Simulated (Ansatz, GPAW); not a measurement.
# A 7-layer slab of K(100): work function by functional and basis, part 2 of 2

Aim: the work function of both faces of a 7-layer slab of K(100), and its spread over functionals and bases.

GPAW 26.7.0 and Ansatz 0.2.0; Ansatz plane waves; slab in vacuum with a dipole correction, relaxation; PAW set soft_1 (the session's first sound run).

So far, upper work function (eV): step 2 (relaxing the atoms, PBE) 2.26; step 5 (self-consistent run: xc = "LDA") 2.38; step 6 (self-consistent run: xc = "vdW-DF2", GPAW, PAW setups, GPAW) 2.58; step 7 (real-space grid: mode = "fd", PBE, GPAW) 2.26; step 8 (atomic orbitals: mode = "lcao", PBE, GPAW) 2.26.

**10. A second plane-wave code**

A second program with its own datasets checks the number independently.

This step: Ansatz plane waves; slab in vacuum with a dipole correction; PAW set soft_1 (Ansatz 0.2.0).

File input.yaml:

```yaml
crystal:
  lattice:
    - [5.23, 0.0, 0.0]
    - [0.0, 5.23, 0.0]
    - [0.0, 0.0, 33.69]
  atoms:
    - { symbol: K, position: [0.0, 0.0, 0.267141585] }
    - { symbol: K, position: [0.5, 0.5, 0.3447610567] }
    - { symbol: K, position: [0.0, 0.0, 0.4223805283] }
    - { symbol: K, position: [0.5, 0.5, 0.5027560409] }
    - { symbol: K, position: [0.0, 0.0, 0.5828948888] }
    - { symbol: K, position: [0.5, 0.5, 0.6616241724] }
    - { symbol: K, position: [0.0, 0.0, 0.7430785906] }
kpoints:
  mp_grid: { grid: [6, 6, 1] }
hamiltonian:
  xc: pbe
  pseudopotentials: { kind: paw, azcp: { folder: soft_1 } }
scf:
  occupations: { method: fermi_dirac, width: 0.1 }
efield:
  axis: 3
  dipole_correction: true
  ramp_width: 0.05
output:
  forces: true
  write_potential: true
  write_density: true
  volumetric_format: npy
  elf: true
```

Launch:

```console
ansatz run input.yaml --threads 4 --pin off --max-ram 8192MiB --backend cpu --events-out ev --progress --plain --runs-dir out
```

Run time: 12 s. Hardware: 4 threads of Arm Neoverse V1, shared host; peak memory 1.3 GiB; 44 s of CPU time.

Numbers from this step:

| Quantity | Value |
| --- | --- |
| upper work function | 2.261 eV |
| lower work function | 2.266 eV |
| dipole along the normal | 6.94e-4 e·Å |
| dipole field | 1.36e-4 V/Å |
| vacuum level below | 2.289 eV |

The electrostatic potential energy of an electron (with the applied field's), less the Fermi level, planar mean oscillates, so the rows of the table below give means over windows of 2.67 Å about each position, cut where the curve ends. Its maxima inside the range that stand out by 2 % of the span (Å: eV): 10.4: 0.914, 12.9: 0.912, 15.6: 1.04, 18.2: 1.02, 20.9: 0.955, 23.6: 1.10. Its minima: 9.0: -2.81, 11.7: -2.63, 14.2: -2.62, 17.0: -2.66, 19.7: -2.62, 22.3: -2.62, 25.0: -2.78.

The electrostatic potential energy of an electron (with the applied field's), less the Fermi level, planar mean by z; means over each step:

```csv
z (Å),"electrostatic potential energy of an electron (with the applied field's), less the Fermi level, planar mean (eV)"
1.33,2.27
4.00,2.26
6.67,1.89
9.34,-0.736
12.02,-0.664
14.68,-0.606
17.36,-0.629
20.02,-0.631
22.70,-0.582
25.37,-0.589
28.04,2.12
30.70,2.26
33.38,2.26
```

The valence density, planar mean oscillates, so the rows of the table below give means over windows of 2.67 Å about each position, cut where the curve ends. Its maxima inside the range that stand out by 2 % of the span (Å: e/Å³): 9.0: 0.265, 11.7: 0.267, 14.2: 0.266, 17.0: 0.266, 19.7: 0.267, 22.3: 0.266, 25.0: 0.264. Its minima: 10.2: 0.0259, 12.9: 0.0244, 15.6: 0.0224, 18.2: 0.0227, 20.9: 0.0237, 23.7: 0.0228.

Table of valence density, planar mean by z; means over each step:

z (Å), valence density, planar mean (e/Å³) and a bar:
```
     1.33      0.000 
     4.00      0.000 
     6.67      0.005 #
     9.34      0.123 ##############################
    12.02      0.124 ##############################
    14.68      0.123 ##############################
    17.36      0.123 ##############################
    20.02      0.123 ##############################
    22.70      0.123 ##############################
    25.37      0.118 ############################
    28.04      0.002 
    30.70      0.000 
    33.38      0.000
```

Valence density in the ca plane at fractional y = 0.000, with atoms of K within 0.2 Å of it. It is the smooth field of the valence electrons, not physical close to the nuclei.

Ten steps, logarithmic in the rise over the least value, from '0' (0.0 e/Å³) to '9' (4.2 e/Å³), each cell a mean:
```
99862100000126899852100000136999852000000000
88641000000024688641000000024788631000000000
55321000000012354321000000012454310000000000
22110000000001121110000000001121100000000000
00000000000000000000000000000000000000000000
00000000000000000000000000000000000000000000
00000000000000000000000000000000000000000000
00000000000000000000000000000000000000000000
00000000000000000000000000000000000000000000
11100000000000111100000000000111000000000000
33210000000001233210000000011233210000000000
66531000000013566531000000013566521000000000
99852000000125899752000000125899741000000000
99963100000136999862100000136999852000000000
```
Columns run along c (16.0 Å, from fractional 0.42 to 0.89 of the cell), rows up along a (5.2 Å). Atoms in or near the plane, at fractional coordinates: K at (0.42, 0.00), K at (0.58, 0.00), K at (0.74, 0.00).

Electrostatic potential energy in the ca plane at fractional y = 0.000, with atoms of K within 0.2 Å of it. With pseudopotentials it is smooth inside the atoms' cores, unlike the true potential.

Ten even steps from '0' (-43 eV) to '9' (2 eV), each cell a mean:
```
00168999999986100268999999985100278999999999
22589999999998522589999999997422589999999999
77899999999999877899999999998877899999999999
99999999999999999999999999999999999999999999
99999999999999999999999999999999999999999999
99999999999999999999999999999999999999999999
99999999999999999999999999999999999999999999
99999999999999999999999999999999999999999999
99999999999999999999999999999999999999999999
99999999999999999999999999999999999999999999
88899999999999888899999999999888899999999999
55789999999998755789999999998655789999999999
00378999999987300379999999986200378999999999
00158999999985000168999999985000168999999999
```
Columns run along c (16.0 Å, from fractional 0.42 to 0.89 of the cell; values clipped at the 3rd and 97th percentile), rows up along a (5.2 Å). Atoms in or near the plane, at fractional coordinates: K at (0.42, 0.00), K at (0.58, 0.00), K at (0.74, 0.00).

ELF in the ca plane at fractional y = 0.000, with atoms of K within 0.2 Å of it. It is the smooth field of the valence electrons, not physical close to the nuclei.

Ten even steps from '0' (0.01) to '9' (0.87), each cell a mean:
```
88982014541038988982014541038989982000111000
99951014541015999951014542016999951001111000
66410035553001466410035553002576510001211000
11000245554200011000245555200011000012210000
00012455555421000012455555531000001222210000
22345555555554322345555556665432233433210000
55555555455555555555554456677666555543110000
44455555555555444455555556666554445443110000
11124555555532111124555556643211112332210000
00001355555310000001345555410000000122210000
33200135553100233200135554100233200011210000
99730024542003799730025552004899730001211000
99972014541027999971014541028999972000111000
77983013531038977982014541039978983000111000
```
Columns run along c (16.0 Å, from fractional 0.42 to 0.89 of the cell), rows up along a (5.2 Å). Atoms in or near the plane, at fractional coordinates: K at (0.42, 0.00), K at (0.58, 0.00), K at (0.74, 0.00).

The upper face's work function is 2.261 eV, against 2.263 eV in the first plane-wave PBE run at this geometry.

**11. Side by side**

Results and costs are gathered.

This step: comparison of work functions, dipole and cost; PAW set soft_1 (GPAW 26.7.0).

Ladder, by row:

```csv
step,code,"work function, upper (eV)","work function, lower (eV)",dipole (e Å),wall time (s),peak memory (GiB),threads
pw,GPAW,2.263,2.267,6.22e-4,329.4,0.48,1
optPBE-vdW,GPAW,2.421,2.427,8.47e-4,508.5,0.97,1
LDA,GPAW,2.383,2.386,5.25e-4,321.7,0.49,1
vdW-DF2,GPAW,2.578,2.577,-1.44e-4,500,0.97,1
fd,GPAW,2.26,2.265,7.40e-4,2779,2.24,1
lcao,GPAW,2.257,2.26,4.07e-4,791.1,0.8,1
ansatz,Ansatz,2.261,2.266,6.94e-4,11.95,1.266,4
```

**12. Outcome**

- work function, both faces: 2.26 eV
- dipole along the normal: 6.2e-4 e Å

With plane waves and PBE the work function is 2.26 eV on the upper face and 2.27 eV on the lower. The measured value for polycrystalline K, which weights the faces of low work function, is 2.29 eV (as compiled in "Anisotropic work function of elemental crystals", 2019, arxiv:1902.07811); the relaxed upper face lies 0.027 eV under it with PBE, and PBE comes nearest (2.26 eV). Measured work functions scatter by a tenth of an eV or more between methods. Over the sound runs of the table the upper face's work function spans 2.257 (lcao) to 2.578 eV (vdW-DF2). The two plane-wave codes differ by 0.0019 eV on the upper face. The small printed dipole stands for a step of -4.1 meV from the lower to the upper face, and the probes find -4.2 meV; values this small are near the numerical noise of both. The in-plane lattice was kept as typed, which isn't the functional's own and leaves some strain; spin-orbit coupling and temperature are left out.

[Logs are printed without paths, hosts, clocks, repeated set-up lines and the standing remarks that a program may print on its own settings, such as how far it seeks lower states.]

[Hosts, paths, dates, database ids (printed as entryN), source tags and the programs' standing remarks are cut or masked in the printed files.]
